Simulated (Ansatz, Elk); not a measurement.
## Bonding as seen by X-rays: Mn2InMo4

The structure of Mn2InMo4 used here is made up (a known structure type with other elements) and was relaxed beforehand with PBE. The aim is the Fourier transform of its all-electron density, F(hkl), set beside the sum over free spherical atoms that refinements use.

Method: DFT, PBE, all-electron APW+lo, Dirac cores, scalar-relativistic bands, static density, no spin, in Elk 11.2.3 (patched build).

The structure was built from a prototype and need not be the compound's stable phase.

## (1) The starting structure

Symmetry: R-3m, No. 166, trigonal system. Conventional cell: a = 3.564 Å, b = 3.564 Å, c = 33.245 Å, α = 90.00°, β = 90.00°, γ = 120.00°. Nearest to In lie 6 Mo at 3.10 Å. Mo has 3 Mn at 2.35 Å and 3 Mo at 3.07 Å and 3 In at 3.10 Å nearest. Nearest to Mo lie 3 Mn at 2.35 Å. Nearest to Mn lie 6 Mo at 2.35 Å. Farther neighbours are not listed.

## (2) Ground state and structure factors

An all-electron density is needed, since X-rays see the cores too. Task 0 finds the density and task 195 Fourier-transforms it; tshift is off so that phases refer to the origin typed.

Input file elk.in:

```
tasks
  0
  195

xctype
  20

spinpol
  .false.

rgkmax
  7.0

gmaxvr
  14.0

lmaxo
  7

lmaxapw
  8

swidth
  0.002

tshift
  .false.

ramdisk
  .false.

hmaxvr
  5.5

maxscl
  120

epspot
  1e-06

sppath
  './'

avec
  3.36714250516 1.94402063175 20.94102461522
  -3.36714250516 1.94402063175 20.94102461522
  -0.00000000000 -3.88804126350 20.94102461522

atoms
  3
  'In.in'
  1
  0.0000000000 0.0000000000 0.0000000000   0.000000 0.000000 0.000000
  'Mo.in'
  4
  0.7364813919 0.7364813919 0.7364813919   0.000000 0.000000 0.000000
  0.2635186081 0.2635186081 0.2635186081   0.000000 0.000000 0.000000
  0.8615969572 0.8615969572 0.8615969572   0.000000 0.000000 0.000000
  0.1384030428 0.1384030428 0.1384030428   0.000000 0.000000 0.000000
  'Mn.in'
  2
  0.5626848113 0.5626848113 0.5626848113   0.000000 0.000000 0.000000
  0.4373151887 0.4373151887 0.4373151887   0.000000 0.000000 0.000000

ngridk
  7 7 7
```

Run with:

```sh
$ OMP_NUM_THREADS=4 elk
```

Numbers of over 12 decimals in the logs are rounded to 6 here.

The log of the run:

```text
┌─────────────────────────┐
│ Elk code version 11.2.3 │
└─────────────────────────┘

All units are atomic (Hartree, Bohr, etc.)

┌─────────────────────────────────────────────────┐
│ Ground-state run starting from atomic densities │
└─────────────────────────────────────────────────┘

Lattice vectors :
   3.367142505       1.944020632       20.94102462
  -3.367142505       1.944020632       20.94102462
  -0.000000000      -3.888041263       20.94102462

Reciprocal lattice vectors :
  0.9330144622      0.5386761509      0.1000139745
 -0.9330144622      0.5386761509      0.1000139745
  0.3019316273E-17  -1.077352302      0.1000139745

Unit cell volume      :    822.4538625
Brillouin zone volume :   0.3015977245

Muffin-tin inner radius fraction :   0.1000000000E-01

Nuclei treated as point charges

Species : 1 (In)
 parameters loaded from : In.in
 name : indium
 nuclear charge    :   -49.00000000
 electronic charge :    49.00000000
 atomic mass :    209300.4102
 muffin-tin radius :    2.600000000
 number of radial points in muffin-tin :   1193
 inner part over the whole radius :   0.9943151076E-02
 number on inner part of muffin-tin    :    850
 approximate nuclear radius :   0.8768807633E-04
 number of mesh points to nuclear radius :    427
 atomic positions (lattice), magnetic fields (Cartesian) :
  1 :   0.00000000  0.00000000  0.00000000    0.00000000  0.00000000  0.00000000

Species : 2 (Mo)
 parameters loaded from : Mo.in
 name : molybdenum
 nuclear charge    :   -42.00000000
 electronic charge :    42.00000000
 atomic mass :    174887.9214
 muffin-tin radius :    2.283424093
 number of radial points in muffin-tin :   1193
 inner part over the whole radius :   0.9875702979E-02
 number on inner part of muffin-tin    :    845
 approximate nuclear radius :   0.8334154960E-04
 number of mesh points to nuclear radius :    423
 atomic positions (lattice), magnetic fields (Cartesian) :
  1 :  -0.26351861 -0.26351861 -0.26351861    0.00000000  0.00000000  0.00000000
  2 :   0.26351861  0.26351861  0.26351861    0.00000000  0.00000000  0.00000000
  3 :  -0.13840304 -0.13840304 -0.13840304    0.00000000  0.00000000  0.00000000
  4 :   0.13840304  0.13840304  0.13840304    0.00000000  0.00000000  0.00000000

Species : 3 (Mn)
 parameters loaded from : Mn.in
 name : manganese
 nuclear charge    :   -25.00000000
 electronic charge :    25.00000000
 atomic mass :    100145.9370
 muffin-tin radius :    2.107776086
 number of radial points in muffin-tin :    993
 inner part over the whole radius :   0.9869887697E-02
 number on inner part of muffin-tin    :    697
 approximate nuclear radius :   0.7074591925E-04
 number of mesh points to nuclear radius :    333
 atomic positions (lattice), magnetic fields (Cartesian) :
  1 :  -0.43731519 -0.43731519 -0.43731519    0.00000000  0.00000000  0.00000000
  2 :   0.43731519  0.43731519  0.43731519    0.00000000  0.00000000  0.00000000

Total number of atoms per unit cell :    7
Total muffin-tin volume :    351.5561336
 ratio of muffin-tin to unit cell volume :   0.4274478480

Spin treatment :
 spin-unpolarised

Number of Bravais lattice symmetries :   12
Number of crystal symmetries         :   12
Crystal has inversion symmetry
Real symmetric eigensolver will be used

k-point grid :      7     7     7
k-point offset :    0.000000000       0.000000000       0.000000000
k-point set is reduced with full crystal symmetry group
Total number of k-points :       44

Muffin-tin radius times maximum |G+k| :    7.000000000
 using average radius
Maximum |G+k| for APW functions       :    3.072245057
Maximum (1/2)|G+k|²                   :    4.719344845
Maximum |G| for potential and density :    14.00000000
Constant for pseudocharge density :    9
 order of it for each species :   16  16  16
 order of it for pair densities of each species (exact exchange by exxq0 0: 17) :   13  10   8
Radial integration step length :    1

G-vector grid sizes :     96    96    96
Number of G-vectors :    37875

[...]
exchange                    :     -747.28563617895
 correlation                 :     -13.744842812291
 electron entropic           :    -0.14233848568048E-02
 total energy                :     -24398.681949752

Density of states at Fermi energy :    104.0662606
 (states/Hartree/unit cell)

Estimated indirect band gap :   0.7919469213E-04
 from k-point 24 to k-point 14
Estimated direct band gap   :   0.8876393799E-02
 at k-point 31

Charges :
 core                        :    162.0000000
 valence                     :    105.0000000
 interstitial                :    14.22214813
 muffin-tins (core leakage)
  species : 1 (In)
[...]
species : 2 (Mo)
[...]
species : 3 (Mn)
[...]
total in muffin-tins        :    252.7778519
 total calculated charge     :    266.9992944
 total charge                :    267.0000000
 error                       :   0.7056033020E-03

RMS change in Kohn-Sham potential (target) :   0.7590872234     (  0.1000000000E-05)
Absolute change in total energy (target)   :   0.4703397940     (  0.1000000000E-03)

[... loops 3 to 20 left out ...]

┌──────────────────┐
│ Loop number : 21 │
└──────────────────┘

Energies :
 Fermi                       :     0.366705
 sum of occupied eigenvalues :     -14508.853227710
 electron kinetic            :      25320.596117538
 core electron kinetic       :      24487.173360962
 Coulomb                     :     -48959.042244017
 Coulomb potential           :     -38838.850249059
 nuclear-nuclear             :     -2959.2267407887
 electron-nuclear            :     -53241.093685013
 Hartree                     :      7241.2781817849
 Madelung                    :     -29539.617119487
 xc potential                :     -990.59909618810
 exchange                    :     -746.49095991198
 correlation                 :     -13.728319942919
 electron entropic           :    -0.19894497434321E-02
 total energy                :     -24398.667395784

Density of states at Fermi energy :    152.3575009
 (states/Hartree/unit cell)

Estimated indirect band gap :   0.6193581433E-03
 from k-point 14 to k-point 31
Estimated direct band gap   :   0.2591274049E-02
 at k-point 13

Charges :
 core                        :    162.0000000
 valence                     :    105.0000000
 interstitial                :    14.29269294
 muffin-tins (core leakage)
  species : 1 (In)
[...]
species : 2 (Mo)
[...]
species : 3 (Mn)
[...]
total in muffin-tins        :    252.7073071
 total calculated charge     :    266.9991667
 total charge                :    267.0000000
 error                       :   0.8333408181E-03

RMS change in Kohn-Sham potential (target) :   0.9258781899E-06 (  0.1000000000E-05)
Absolute change in total energy (target)   :   0.2662553015E-04 (  0.1000000000E-03)

Convergence targets achieved

┌──────────────────┐
│ Loop number : 22 │
└──────────────────┘

Energies :
 Fermi                       :     0.366705
 sum of occupied eigenvalues :     -14508.853214100
 electron kinetic            :      25320.596118473
 core electron kinetic       :      24487.173363538
 Coulomb                     :     -48959.042239251
 Coulomb potential           :     -38838.850236664
 nuclear-nuclear             :     -2959.2267407887
 electron-nuclear            :     -53241.093687362
 Hartree                     :      7241.2781888989
 Madelung                    :     -29539.617120919
 xc potential                :     -990.59909590836
 exchange                    :     -746.49095914055
 correlation                 :     -13.728319931805
 electron entropic           :    -0.19894502961865E-02
 total energy                :     -24398.667389302

Density of states at Fermi energy :    152.3575496
 (states/Hartree/unit cell)

Estimated indirect band gap :   0.6193581932E-03
 from k-point 14 to k-point 31
Estimated direct band gap   :   0.2591269112E-02
 at k-point 13

Charges :
 core                        :    162.0000000
 valence                     :    105.0000000
 interstitial                :    14.29269255
 muffin-tins (core leakage)
  species : 1 (In)
[...]
species : 2 (Mo)
[...]
atom 4                    :    39.59103192     (  0.3577493242E-05)
  species : 3 (Mn)
   atom 1                    :    23.57424129     ( -0.2171140636E-06)
   atom 2                    :    23.57424129     ( -0.2171140636E-06)
 total in muffin-tins        :    252.7073075
 total calculated charge     :    266.9991667
 total charge                :    267.0000000
 error                       :   0.8333408811E-03

┌──────────────────────────────┐
│ Self-consistent loop stopped │
└──────────────────────────────┘

Warning : core states of species 1 leak from the muffin-tin :   0.1278315978E-03

Wrote STATE.OUT
```

Elapsed: 93 s, on 4 threads of AMD EPYC 9B45 (Zen 5), shared host; peak memory 0.53 GiB.

SFACRHO.OUT:

```text

h k l indices transformed by vhmat matrix:
   1.000000000       0.000000000       0.000000000    
   0.000000000       1.000000000       0.000000000    
   0.000000000       0.000000000       1.000000000    

      h      k      l  multipl.   |H|            Re(F)            Im(F)           |F|

      0      0      0      1   0.0000000       267.00000      0.31655367E-16   267.00000    
      1      1      1      2  0.30004192      -20.679143      0.14267300E-13   20.679143    
     -2     -2     -2      2  0.60008385      -17.622189      0.28534600E-13   17.622189    
     -3     -3     -3      2  0.90012577       34.684973     -0.15551357E-12   34.684973    
      0      0      1      6   1.0819846       43.237796     -0.15694030E-13   43.237796    
      0     -1     -1      6   1.0957642      -10.006502     -0.34241521E-13   10.006502    
     -1     -1     -2      6   1.1492314       40.897636     -0.25681140E-13   40.897636    
     -2     -1     -2      6   1.1877533       3.8740890     -0.68483041E-13   3.8740890    
     -4     -4     -4      2   1.2001677       40.897500     -0.57069201E-14   40.897500    
      2      3      2      6   1.2848443       178.18597     -0.52789011E-13   178.18597    
     -3     -3     -2      6   1.3419638       104.14647      0.17709286E-12   104.14647    
      4      3      3      6   1.4700230      -76.767688      0.19260855E-12   76.767688    
      5      5      5      2   1.5002096       121.17615     -0.25538467E-12   121.17615    
      4      3      4      6   1.5398137       39.206068      0.45655361E-13   39.206068    
      4      4      5      6   1.6885379      -12.795124      0.14267300E-13   12.795124    
      4      5      5      6   1.7667020       92.592990     -0.25681140E-13   92.592990    
      6      6      6      2   1.8002515      -3.1893016      0.25110448E-12   3.1893016    
      1      0     -1      6   1.8660289       183.97835     -0.36407247E-14   183.97835
```

Elk indexes on the primitive cell of elk.in and gives |H| = 4π sin θ/λ in inverse bohr. Below, one row stands for each form hkl of the conventional cell (m members, Friedel mates merged), F is for one primitive cell and the density is static (no thermal factor). Free-atom factors are Waasmaier and Kirfel's, and R is Σm||F|−|F'||/Σm|F|.

```tsv
hkl	m	sin θ/λ (Å⁻¹)	abs F, DFT	neutral atoms	diff.
003	2	0.045	20.679	20.555	+0.124
006	2	0.090	17.622	17.123	+0.499
009	2	0.135	34.685	33.855	+0.830
101	6	0.163	43.238	43.760	-0.522
012	6	0.165	10.007	10.598	-0.592
104	6	0.173	40.898	40.993	-0.095
015	6	0.179	3.874	3.503	+0.371
0 0 12	2	0.180	40.898	40.833	+0.064
107	6	0.193	178.186	179.076	-0.890
018	6	0.202	104.147	104.815	-0.668
1 0 10	6	0.221	76.768	77.493	-0.726
0 0 15	2	0.226	121.176	121.952	-0.776
0 1 11	6	0.232	39.206	39.399	-0.193
1 0 13	6	0.254	12.795	13.037	-0.242
0 1 14	6	0.266	92.593	93.194	-0.601
0 0 18	2	0.271	3.189	3.089	+0.100
110	6	0.281	183.978	184.964	-0.986
113	12	0.284	12.599	12.940	-0.341
```

## (3) The highest occupied states alone

An energy window below the Fermi level keeps the highest occupied states, to see at which angles they scatter; shallow core shells can lie inside it and anion s states outside. No new self-consistency is needed.

elk.in, as its differences from that of step 2:

```diff
@@ -1,3 +1,2 @@
 tasks
-  0
   195
@@ -40,2 +39,5 @@
 
+wsfac
+  -0.000790 0.666710
+
 sppath
```

Run with:

```sh
$ OMP_NUM_THREADS=4 elk
```

The log of the run:

```text
┌─────────────────────────────────┐
│ Elk code version 11.2.3 started │
└─────────────────────────────────┘

Info(readinput): the functional depends on the density's gradient
 muffin-tin radial points multiplied by    2.00000
 (not where nrmtscf is given)

┌────────────────────┐
│ Current task : 195 │
└────────────────────┘
Info(checkmt): changed muffin-tin radius of species 2 (Mo) from   2.6000 to   2.2834
Info(checkmt): changed muffin-tin radius of species 3 (Mn) from   2.4000 to   2.1078

Info(sfacrho): density structure factors written to SFACRHO.OUT

 Energy window :  -0.7900000000E-03  0.6667100000

┌──────────────────┐
│ Elk code stopped │
└──────────────────┘
```

Run time: 9.9 s. Hardware: 4 threads; peak memory 0.33 GiB.

States within 10 eV below the Fermi level hold 41.00 electrons; any levels below the window count with the cores. Their amplitudes can exceed the total, where window and core parts have opposite phase:

```tsv
hkl	sin θ/λ (Å⁻¹)	abs F, window	abs F, all
003	0.045	9.137	20.679
006	0.090	9.858	17.622
009	0.135	5.784	34.685
101	0.163	4.586	43.238
012	0.165	1.371	10.007
104	0.173	0.206	40.898
015	0.179	0.548	3.874
0 0 12	0.180	0.434	40.898
107	0.193	10.176	178.186
018	0.202	2.270	104.147
```

## (4) Another functional

The difference from free atoms is small, so it is set against the change that LDA (Perdew-Wang) makes.

elk.in, as its differences from that of step 3:

```diff
@@ -1,2 +1,3 @@
 tasks
+  0
   195
@@ -4,3 +5,3 @@
 xctype
-  20
+  3
 
@@ -39,5 +40,2 @@
 
-wsfac
-  -0.000790 0.666710
-
 sppath
```

Run with:

```sh
$ OMP_NUM_THREADS=4 elk
```

The log of the run:

```text
┌─────────────────────────┐
│ Elk code version 11.2.3 │
└─────────────────────────┘

All units are atomic (Hartree, Bohr, etc.)

┌─────────────────────────────────────────────────┐
│ Ground-state run starting from atomic densities │
└─────────────────────────────────────────────────┘

Lattice vectors :
   3.367142505       1.944020632       20.94102462
  -3.367142505       1.944020632       20.94102462
  -0.000000000      -3.888041263       20.94102462

Reciprocal lattice vectors :
  0.9330144622      0.5386761509      0.1000139745
[...]
species : 1 (In)
[...]
species : 2 (Mo)
[...]
species : 3 (Mn)
   atom 1                    :    23.59559865     ( -0.3477365391E-05)
   atom 2                    :    23.59559865     ( -0.3477365391E-05)
 total in muffin-tins        :    252.7693792
 total calculated charge     :    266.9991667
 total charge                :    267.0000000
 error                       :   0.8332980960E-03

┌──────────────────────────────┐
│ Self-consistent loop stopped │
└──────────────────────────────┘

Warning : core states of species 1 leak from the muffin-tin :   0.1260194301E-03

Wrote STATE.OUT
[key lines of the parts left out:]
total energy                :     -24372.646881532
```

The job ended after 61 s (4 threads; peak memory 0.42 GiB).

Against the first run R = 0.03 %; the largest change is -0.055 at 110.

## (5) Basis size

A smaller basis shows how fast F responds to it; the change is likely larger than the basis error of the first run, but doesn't show convergence.

elk.in, as its differences from that of step 4:

```diff
@@ -5,3 +5,3 @@
 xctype
-  3
+  20
 
@@ -11,3 +11,3 @@
 rgkmax
-  7.0
+  5.5
```

Run with:

```sh
$ OMP_NUM_THREADS=4 elk
```

The log of the run:

```text
┌─────────────────────────┐
│ Elk code version 11.2.3 │
└─────────────────────────┘

All units are atomic (Hartree, Bohr, etc.)

┌─────────────────────────────────────────────────┐
│ Ground-state run starting from atomic densities │
└─────────────────────────────────────────────────┘

Lattice vectors :
   3.367142505       1.944020632       20.94102462
  -3.367142505       1.944020632       20.94102462
  -0.000000000      -3.888041263       20.94102462

Reciprocal lattice vectors :
  0.9330144622      0.5386761509      0.1000139745
[...]
species : 1 (In)
[...]
species : 2 (Mo)
[...]
species : 3 (Mn)
   atom 1                    :    23.48396546     ( -0.2171136320E-06)
   atom 2                    :    23.48396546     ( -0.2171136320E-06)
 total in muffin-tins        :    252.0725089
 total calculated charge     :    267.0004961
 total charge                :    267.0000000
 error                       :   0.4961177189E-03

┌──────────────────────────────┐
│ Self-consistent loop stopped │
└──────────────────────────────┘

Warning : core states of species 1 leak from the muffin-tin :   0.1281266279E-03

Wrote STATE.OUT
[key lines of the parts left out:]
total energy                :     -24398.154678513
```

Elapsed: 83 s, on 4 threads; peak memory 0.51 GiB; 3.9 min of CPU time.

Against the first run R = 0.08 %; the largest change is -0.255 at 107.

## (6) Settings against the effect

```tsv
run	R against the first run (%)	R against neutral atoms, low angle (%)	wall time
PBE, rgkmax 7	0.00	0.87	93 s
LDA (Perdew-Wang)	0.03	0.88	61 s
rgkmax 5.5	0.08	0.96	83 s
```

## (7) Summary of results

* R against neutral atoms, sin θ/λ < 0.3 Å⁻¹: 0.87 %
* R against neutral atoms, 0.3 to 0.66 Å⁻¹: 0.37 %

Independent neutral atoms miss the calculated amplitudes by R = 0.87 % below 0.3 Å⁻¹ and 0.37 % from there to 0.66 Å⁻¹; by shells, 1.99 % below 0.15 Å⁻¹ (3 forms), 0.84 % 0.15 to 0.3 (17 forms), 0.53 % 0.3 to 0.45 (35 forms), 0.31 % above 0.45 (94 forms). Bonding, aspherical density and the tables' own atoms all enter these figures, and the runs don't part them. The largest change of an amplitude is -0.99 electrons, at 110. The window's part falls from 41.0 electrons at the origin to at most 1.61 between 0.45 and 0.66 Å⁻¹, where compact states inside the window still scatter. Below 0.3 Å⁻¹ the changes that finished (LDA (Perdew-Wang) and rgkmax 5.5) move F by R = 0.11 % at most, against the 0.87 % that separates it from free atoms. The k-mesh has no finished test. These runs have no spin, though d or f shells may be open. Part of the difference isn't bonding: the tables are fits to free atoms and ions calculated by other methods than this functional. Thermal motion, anomalous dispersion and extinction are left out.

[Logs are printed without paths, hosts, clocks, repeated set-up lines and the standing remarks that a program may print on its own settings, such as how far it seeks lower states.]

[Hosts, paths, dates, database ids (printed as entryN), source tags and the programs' standing remarks are cut or masked in the printed files.]
